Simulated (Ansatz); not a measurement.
# How SrHF (model structure) absorbs and reflects light, part 2 of 3

Aim: the dielectric function of SrHF (model structure), and the optical constants that follow from it. The structure is a model built here, which may or may not match a known phase. It was built so: All Ca replaced by Sr and Cl replaced by F in the P4/nmm structure of CaHCl.

Ansatz 0.2.0; DFT, PBE, plane-wave PAW, default files, scalar-relativistic, independent-particle optical response without local fields.

So far: The starting structure; Relaxation. The relaxed cell has a = 3.725, c = 6.366 Å (conventional setting).

**3. Ground state and bands**

First the ground state: is it a metal or has it a gap?

This step: DFT, PBE, plane-wave PAW, default files, scalar-relativistic, ground state (Ansatz 0.2.0).

Input file input.yaml:

```yaml
crystal:
  lattice:
    - [3.7246489044, 0.0, 0.0]
    - [0.0, 3.7246489044, 0.0]
    - [0.0, 0.0, 6.3659313743]
  atoms:
    - { symbol: Sr, position: [0.5, 0.0, 0.7613378125] }
    - { symbol: Sr, position: [0.0, 0.5, 0.2386621875] }
    - { symbol: F, position: [0.5, 0.0, 0.3662222913] }
    - { symbol: F, position: [0.0, 0.5, 0.6337777087] }
    - { symbol: H, position: [0.5, 0.5, 0.0] }
    - { symbol: H, position: [0.0, 0.0, 0.0] }
kpoints:
  mp_grid: { grid: [6, 6, 4] }
  band_path:
    path:
      - [[0.0, 0.0, 0.0], [0.0, 0.5, 0.0], [0.5, 0.5, 0.0], [0.0, 0.0, 0.0], [0.0, 0.0, 0.5], [0.0, 0.5, 0.5], [0.5, 0.5, 0.5], [0.0, 0.0, 0.5]]
      - [[0.0, 0.5, 0.0], [0.0, 0.5, 0.5]]
      - [[0.5, 0.5, 0.0], [0.5, 0.5, 0.5]]
    npoints: 7
scf:
  occupations: { method: fermi_dirac, width: 0.05 }
  n_extra_bands: 10
hamiltonian:
  xc: pbe
  pseudopotentials: { kind: paw }
output:
  forces: true
  stress: true
  populations: true
  write_bands: true
  write_density: true
  write_potential: true
  elf: true
  volumetric_format: npy
```

Launch:

```bash
$ ansatz run input.yaml --threads 2 --pin off --max-ram 5120MiB --backend cpu --events-out ev --progress --plain --runs-dir out
```

Numbers of over 12 decimals in the logs are rounded to 6 here.

What it wrote:

```text
[...]
Crystal: 6 atoms, lattice volume = 88.315 Å³
Basis set: ecut = 420 eV, 1733 PW (Γ), exchange–correlation on 50×50×90 points (8 copies of the dense FFT grid, shifted against one another)
Bands: 28, of which v1, the nominal top of the filled ones, is band 18 counted from 1 (17 counted from 0)
Symmetry: 16 space group operations
[...]
k-points: 30 of 144
[...]
SCF iter   1: F=—  HF=-8744.360430 eV  |F-HF|=—  |Δ(HF+E_count)|=         —  Δρ=1.51e-3  dr2=3.00e-3  ethr=1.77e-3  ⟨swp⟩=9.6  Hψ=5265  notcnv=0  defer=8
[...]
SCF iter   6: F=-8744.361281 eV  HF=-8744.361281 eV  |F-HF|=2.79e-8  |Δ(HF+E_count)|=   1.33e-6  Δρ=6.20e-6  dr2=1.58e-8  ethr=2.78e-10  ⟨swp⟩=15.3  Hψ=6830  notcnv=0
SCF 1 converged in 6 iterations: F = -8744.361281 eV  dr2 = 1.58e-8
[...]
NSCF: frozen V_eff on 66 k-points
SCF converged after 6 iterations
Free energy (F): -8744.361281 eV
[...]
Internal energy: -8744.361281 eV  (E = F + TS)
E sigma→0 (E₀):  -8744.361281 eV
Fermi energy:    7.669746 eV
[...]
--- Forces (eV/Å), atoms counted from 1 ---
  atom   1  Sr     0.00000000     0.00000000     0.00054033
  atom   2  Sr     0.00000000     0.00000000    -0.00054033
  atom   3  F      0.00000000     0.00000000    -0.00196682
  atom   4  F      0.00000000     0.00000000     0.00196682
  atom   5  H      0.00000000     0.00000000     0.00000000
  atom   6  H      0.00000000     0.00000000     0.00000000
  max |Σ_I F_I| component: 5.42e-20 eV/Å
--- Stress (GPa, compression-positive) ---
        0.004861       0.000000       0.000000
        0.000000       0.004861       0.000000
        0.000000       0.000000      -0.005177
  P = ⅓ Tr σ = 0.0015 GPa (0.015 kbar)
--- Band table (eV; the first three rows and the last of 30) ---
  k-point 0: bands = [... 14 lower, 2.4130, 2.4130, 3.4009, 5.9950, 9.9950, 10.4426, 10.9931, 12.0615, ... 6 higher]
  k-point 1: bands = [... 14 lower, 2.4146, 2.4146, 3.8659, 6.0257, 9.5582, 10.0643, 11.5319, 12.2041, ... 6 higher]
  k-point 2: bands = [... 14 lower, 2.4166, 2.4166, 4.2336, 6.0583, 9.2176, 9.7892, 12.2203, 12.3849, ... 6 higher]
  k-point 29: bands = [... 14 lower, 2.3639, 2.3639, 5.1042, 5.1042, 10.7824, 10.7824, 12.3490, 12.3490, ... 6 higher]
--- Löwdin populations: 6 sites ---
  site symbol       q [e]
     0     Sr      8.3283
     1     Sr      8.3283
     2      F      7.7743
     3      F      7.7743
     4      H      1.6893
     5      H      1.6893
  spilling = 0.011564 (of n_electrons = 36.000000)
```

It took 4.4 s on 2 threads of Arm Neoverse V1, shared host; peak memory 0.36 GiB.

The column dr2 measures how far the density is from self-consistency, as an energy; F and HF (Harris–Foulkes) agree once it is small.

This step gave:

| Item | Value |
| --- | --- |
| free energy | -8744.3613 eV |
| Fermi energy | 7.670 eV |
| gap by band count | 3.159 eV |
| electrons | 36 |
| symmetry operations | 16 |
| pressure | 0.001515 GPa |
| gap on the k-mesh | 3.159 eV |
| volume | 88.31 Å³ |
| gap on the path | 3.159 eV |
| least direct gap on the path | 3.159 eV |

There is a gap, 3.16 eV on the path, so no carriers' term is needed. The cell is left with a pressure of 0.0 GPa after its relaxation.

The electronic bands at the labelled points (eV, zero at the Fermi level; v1 is the highest filled band, c1 the lowest empty one):

```
          point     v4     v3     v2     v1    c1    c2    c3    c4
              Γ  -5.26  -5.26  -4.27  -1.68  2.33  2.77  3.32  4.39
0.43 of the way  -5.40  -5.33  -3.80  -1.87  2.78  3.27  3.56  3.60
              X  -5.45  -5.45  -2.85  -2.85  3.47  3.47  4.38  4.38
0.57 of the way  -5.46  -5.46  -2.72  -2.72  2.96  2.96  4.76  4.76
              M  -5.31  -5.31  -2.60  -2.60  2.47  2.47  5.57  5.57
0.57 of the way  -5.36  -5.30  -3.59  -1.99  3.05  3.42  3.80  4.03
              Γ  -5.26  -5.26  -4.27  -1.68  2.33  2.77  3.32  4.39
0.43 of the way  -5.25  -5.25  -3.89  -1.65  1.97  2.47  3.75  4.50
              Z  -5.25  -5.25  -3.44  -1.61  1.55  2.12  4.55  4.71
0.43 of the way  -5.52  -5.39  -3.28  -1.81  2.46  2.79  3.75  4.56
              R  -5.50  -5.50  -2.65  -2.65  3.60  3.60  4.62  4.62
0.43 of the way  -5.51  -5.51  -2.63  -2.63  3.92  3.92  4.47  4.47
              A  -5.31  -5.31  -2.57  -2.57  3.11  3.11  4.68  4.68
0.43 of the way  -5.52  -5.31  -2.99  -2.17  3.44  3.89  4.40  4.48
              Z  -5.25  -5.25  -3.44  -1.61  1.55  2.12  4.55  4.71
      jump to X  -5.45  -5.45  -2.85  -2.85  3.47  3.47  4.38  4.38
0.57 of the way  -5.48  -5.48  -2.72  -2.72  3.55  3.55  4.53  4.53
              R  -5.50  -5.50  -2.65  -2.65  3.60  3.60  4.62  4.62
      jump to M  -5.31  -5.31  -2.60  -2.60  2.47  2.47  5.57  5.57
0.43 of the way  -5.31  -5.31  -2.59  -2.59  2.69  2.69  5.09  5.09
              A  -5.31  -5.31  -2.57  -2.57  3.11  3.11  4.68  4.68
```

Valence density in the ac plane at fractional y = 0.000, with atoms of Sr and F and H within 0.2 Å of it. It is the smooth field of the valence electrons, not physical close to the nuclei.

Values in e/Å³, 23 rows by 14 columns, each cell a mean:
```
 1  1  0  0  0  0  0  0  0  0  0  0  0  1
 1  0  0  0  0  0  1  1  0  0  0  0  0  0
 0  0  0  0  0  1  2  2  1  1  0  0  0  0
 0  0  0  0  1  2  3  3  2  2  1  0  0  0
 0  0  0  1  1  2  2  2  2  2  1  0  0  0
 0  0  0  1  1  3  2  2  2  2  1  0  0  0
 0  0  0  0  1  2  3  2  3  2  1  0  0  0
 0  0  0  0  1  1  2  2  2  1  0  0  0  0
 0  0  0  0  0  0  1  1  1  0  0  0  0  0
 0  0  0  0  0  0  0  0  0  0  0  0  0  0
 0  0  0  0  0  0  0  0  0  0  0  0  0  0
 0  0  0  0  0  0  1  1  1  0  0  0  0  0
 0  0  0  0  0  1  3  4  3  1  0  0  0  0
 0  0  0  0  1  3  8 11  7  2  1  0  0  0
 0  0  0  0  1  4 10 12  8  3  1  0  0  0
 0  0  0  0  1  2  5  7  4  1  0  0  0  0
 0  0  0  0  0  1  1  2  1  1  0  0  0  0
 0  0  0  0  0  0  0  0  0  0  0  0  0  0
 0  0  0  0  0  0  0  0  0  0  0  0  0  0
 0  0  0  0  0  0  0  0  0  0  0  0  0  0
 0  0  0  0  0  0  0  0  0  0  0  0  0  0
 1  1  0  0  0  0  0  0  0  0  0  0  0  1
 2  1  0  0  0  0  0  0  0  0  0  0  1  1
```
Atoms in or near the plane, at fractional coordinates: Sr at (0.50, 0.76), F at (0.50, 0.37), H at (0.00, 0.00).

ELF in the ac plane at fractional y = 0.000, with atoms of Sr and F and H within 0.2 Å of it. It is the smooth field of the valence electrons, not physical close to the nuclei.

Ten even steps from '0' (0.06 × 1e-1) to '9' (9.99 × 1e-1), each cell a mean:
```
99951011101799
99721366531389
97314788873147
42147876787213
10158731488410
00168720488510
00168864788400
00047888886200
00013566642000
00000111110000
00001122210000
00024567653100
00136777775200
00157765776410
00157765687410
00046777776200
00024777764100
00002456531000
33100012100013
87520000000368
99962000002799
99983000014999
99983000004999
```
Atoms in or near the plane, at fractional coordinates: Sr at (0.50, 0.76), F at (0.50, 0.37), H at (0.00, 0.00).

**4. Spectrum**

With the density converged, the vertical transitions are summed over the zone.

This step: DFT, PBE, plane-wave PAW, default files, scalar-relativistic, independent-particle optical response without local fields (Ansatz 0.2.0).

input.yaml, the sections that differ from step 3:

```yaml
kpoints:
  mp_grid: { grid: [6, 6, 4] }
scf:
  occupations: { method: fixed }
output:
  optics:
    e_range: [0, 25]
    de: 0.05
    sigma: 0.2
    nscf_kmesh: { grid: [8, 8, 4] }
    bands: auto
# crystal, hamiltonian: as in step 3
```

What it wrote:

```text
[...]
Crystal: 6 atoms, lattice volume = 88.315 Å³
Basis set: ecut = 420 eV, 1733 PW (Γ)
Bands: 24, of which v1, the nominal top of the filled ones, is band 18 counted from 1 (17 counted from 0)
Symmetry: 16 space group operations
[...]
k-points: 30 of 144
[...]
SCF iter   1: F=—  HF=-8744.359697 eV  |F-HF|=—  |Δ(HF+E_count)|=         —  Δρ=1.68e-3  dr2=3.48e-3  ethr=1.77e-3  ⟨swp⟩=5.9  Hψ=3296  notcnv=0  defer=97
[...]
SCF iter   9: F=-8744.361597 eV  HF=-8744.361597 eV  |F-HF|=3.64e-12  |Δ(HF+E_count)|=  9.28e-11  Δρ=4.24e-8  dr2=7.68e-13  ethr=1.00e-12  ⟨swp⟩=12.0  Hψ=3803  notcnv=0
SCF 1 converged in 9 iterations: F = -8744.361597 eV  dr2 = 7.68e-13
[...]
output.optics: what the bands over the 89 summed would add to eps1, eps2 and the energy-loss function is held between a lower and an upper bound (6 Lanczos steps). eps1, eps2 and their loss function (loss_summed_bands) are given on every row as the summed bands alone make them. Along an axis, on a row where the two bounds hold the loss function to about 1 % of the greater of itself and 0.5 % of |1/eps|, its cell (loss_completed) is given, with the completed eps1 and eps2 that it is formed of (a cell that is left empty reads nan in the table and null in the record). The two bounds hold it so along every axis on all 501 rows up to 25.000 eV. [rest of the remark cut]
SCF converged after 9 iterations
Free energy (F): -8744.361597 eV
[...]
Internal energy: -8744.361597 eV  (E = F + TS)
E sigma→0 (E₀):  -8744.361597 eV
Fermi energy:    6.058255 eV
[...]
--- Band table (eV; the first three rows and the last of 30) ---
  k-point 0: bands = [... 14 lower, 2.4129, 2.4129, 3.4010, 5.9950, 9.9952, 10.4425, 10.9931, 12.0616, ... 2 higher]
  k-point 1: bands = [... 14 lower, 2.4146, 2.4146, 3.8659, 6.0257, 9.5583, 10.0642, 11.5321, 12.2042, ... 2 higher]
  k-point 2: bands = [... 14 lower, 2.4166, 2.4166, 4.2336, 6.0583, 9.2176, 9.7892, 12.2206, 12.3849, ... 2 higher]
  k-point 29: bands = [... 14 lower, 2.3639, 2.3639, 5.1042, 5.1042, 10.7825, 10.7825, 12.3491, 12.3491, ... 2 higher]
```

Elapsed: 40 s, on 2 threads; peak memory 1 GiB.

Numbers from this step:

| Item | Value |
| --- | --- |
| electronic dielectric constant ε∞, mean over x, y and z (by symmetry where fewer were run) | 3.178 |
| absorption onset, first axis (α over 10⁴ cm⁻¹, or the direct gap if that lies higher) | 4.560 eV |
| main peak of Im epsilon, first axis | 5.583 eV |
| photocurrent from vertical transitions in a film 500 nm thick on a perfect mirror (two passes), AM1.5G, no front reflection, all carriers collected | 0.1132 mA/cm² |
| least direct gap on the mesh | 3.159 eV |
| bands summed | 89 |
| spectra valid up to | 42.84 eV |
| program's estimate of the k-sum error in Im epsilon | 0.09 % |
| electrons in the f-sum | 27.72 |

The Im ε has structure finer than the step of the table below, so its rows give means over 1 eV, whole bins alone (the curve runs from 0 to 25 eV). Peaks (eV: height): E ∥ x or y 5.6: 4.85, 10.0: 3.58, 12.1: 2.26, 20.5: 3.24, 23.8: 3.54; E ∥ z 6.4: 6.12, 7.2: 2.44, 8.8: 3.97, 11.3: 2.45, 21.5: 2.47, 23.6: 3.76.

Table of Im ε by photon energy; means over each step:

```
photon energy (eV)  E ∥ x or y    E ∥ z
                 2           0        0
                 3     0.00252  0.00115
                 4      0.0318    0.711
                 5        1.32     1.49
                 6        3.93     3.54
                 7        2.23     2.41
                 8        1.62     1.60
                 9        2.40     3.28
                10        2.94     2.66
                11        1.53     1.93
                12        2.01     1.47
                13        1.06     1.35
                14       0.728    0.710
                15       0.588    0.606
                16       0.460    0.455
                17       0.456    0.661
                18       0.462    0.413
                19       0.721    0.441
                20        2.07     1.47
                21        2.44     2.06
                22        1.87     1.81
                23        2.29     2.28
                24        2.59     3.06
```

The Re ε by photon energy:

```
photon energy (eV)  E ∥ x or y   E ∥ z
                 0        3.13    3.26
                 1        3.17    3.30
                 2        3.27    3.44
                 3        3.50    3.76
                 4        4.00    4.62
                 5        5.97    4.43
                 6        3.13    4.90
                 7        1.80    2.18
                 8        2.33    2.91
                 9        2.28    1.51
                10        1.31    1.02
                11       0.810    1.18
                12        1.04   0.814
                13       0.192   0.434
                14       0.779   0.685
                15        1.03    1.02
                16        1.19    1.12
                17        1.55    1.39
                18        1.82    1.46
                19        2.32    1.99
                20        2.96    2.68
                21        1.20    1.66
                22       0.601   0.907
                23        1.39    1.85
                24       -1.25  -0.503
                25      -0.258  -0.836
```

The reflectivity at normal incidence has structure finer than the step of the table below, so its rows give means over 1 eV, whole bins alone (the curve runs from 0 to 25 eV). Peaks (eV: height): E ∥ x or y 5.5: 23.9, 10.2: 21.7, 12.3: 16.6, 20.6: 17.5, 24.4: 45.2; E ∥ z 6.5: 29.6, 8.8: 20.2, 11.4: 17.7, 21.6: 14.2, 24.9: 47.8.

Reflectivity at normal incidence against photon energy; means over each step:

```
photon energy (eV)  E ∥ x or y (%)  E ∥ z (%)
                 1            7.88       8.44
                 2            8.32       8.99
                 3            9.26       10.3
                 4            11.3       13.4
                 5            18.2       14.1
                 6            19.9       20.3
                 7            11.8       14.4
                 8            8.81       9.72
                 9            12.8       17.8
                10            18.3       16.8
                11            9.77       12.9
                12            13.1       10.4
                13            11.1       11.4
                14            3.54       4.76
                15            1.91       2.17
                16            1.31       1.30
                17            1.89       2.42
                18            2.90       1.64
                19            5.44       3.62
                20            12.0       8.95
                21            14.1       10.8
                22            12.1       10.5
                23            13.0       11.9
                24            34.5       28.0
```

Refractive index n and extinction k against photon energy:

```
photon energy (eV)  n, E ∥ x or y  k, E ∥ x or y  n, E ∥ z  k, E ∥ z
                 0           1.77              0      1.81         0
                 1           1.78              0      1.82         0
                 2           1.81              0      1.85         0
                 3           1.87         7.2e-5      1.94         0
                 4           2.00        0.00682      2.16     0.184
                 5           2.45          0.121      2.13     0.321
                 6           2.00          0.931      2.30     0.634
                 7           1.53          0.736      1.57     0.543
                 8           1.61          0.519      1.74     0.368
                 9           1.68          0.735      1.63      1.07
                10           1.60           1.12      1.44      1.03
                11           1.13          0.676      1.26     0.631
                12           1.32          0.836      1.08     0.590
                13          0.764          0.626     0.955     0.691
                14          0.961          0.380     0.901     0.354
                15           1.05          0.279      1.05     0.270
                16           1.11          0.198      1.08     0.195
                17           1.26          0.193      1.22     0.296
                18           1.36          0.148      1.21     0.133
                19           1.54          0.219      1.42     0.118
                20           1.80          0.543      1.69     0.442
                21           1.35          0.784      1.42     0.587
                22           1.09          0.770      1.18     0.703
                23           1.39          0.734      1.51     0.660
                24           1.00           1.50      1.12      1.32
                25          0.513          0.722     0.433      1.01
```

The loss function −Im 1/ε at q → 0 has structure finer than the step of the table below, so its rows give means over 1 eV, whole bins alone (the curve runs from 0 to 25 eV). Peaks (eV: height): E ∥ x or y 10.7: 0.537, 13.1: 1.08, 22.1: 0.530; E ∥ z 6.8: 0.482, 10.8: 0.538, 11.8: 0.670, 13.6: 0.941, 17.4: 0.335, 22.0: 0.463.

Table of loss function −Im 1/ε at q → 0 by energy loss; means over each step:

```
energy loss (eV)  E ∥ x or y   E ∥ z
               2           0       0
               3      1.9e-4  6.8e-5
               4     0.00187  0.0333
               5      0.0273  0.0682
               6       0.171  0.0994
               7       0.274   0.293
               8       0.207   0.167
               9       0.206   0.226
              10       0.290   0.337
              11       0.488   0.441
              12       0.399   0.554
              13       0.822   0.689
              14       0.614   0.762
              15       0.417   0.476
              16       0.279   0.306
              17       0.178   0.284
              18       0.130   0.190
              19       0.119   0.102
              20       0.160   0.160
              21       0.332   0.290
              22       0.445   0.408
              23       0.339   0.275
              24       0.321   0.316
```

From ε follow the optical constants at some laser and lamp lines:

```
wavelength (nm)  n xy   k xy  R (%) xy     1/α xy   n z    k z  R (%) z      1/α z
           1064  1.78  0.000       7.9  over 1 mm  1.82  0.000      8.5  over 1 mm
            800  1.79  0.000       8.1  over 1 mm  1.83  0.000      8.7  over 1 mm
            633  1.81  0.000       8.3  over 1 mm  1.85  0.000      8.9  over 1 mm
            532  1.83  0.000       8.5  over 1 mm  1.88  0.000      9.3  over 1 mm
            405  1.88  0.000       9.3     187 µm  1.95  0.000     10.4  over 1 mm
            365  1.91  0.002       9.8      12 µm  2.01  0.001     11.3      37 µm
            308  2.00  0.007      11.2     3.5 µm  2.16  0.193     13.7     127 nm
```

A film 1 µm thick would pass 84 % of daylight and look colourless in transmission (x = 0.314, y = 0.330).

At 1064 nm the birefringence n(z) − n(x) is +0.039: the crystal is uniaxial positive at this level.

The f-sum over the summed bands holds 27.7 of the cell's 36 electrons outside the frozen cores, 20 of which lie in bands more than 12 eV below the Fermi level, whose transitions come at higher energies. Up to 25 eV the strength has a mean oscillator energy of 12.4 eV, well above the main peak, so higher transitions carry much of it.

(Continued in part 3 of 3.)

[Logs are printed without paths, hosts, clocks, repeated set-up lines and the standing remarks that a program may print on its own settings, such as how far it seeks lower states.]

[Hosts, paths, dates, database ids (printed as entryN), source tags and the programs' standing remarks are cut or masked in the printed files.]
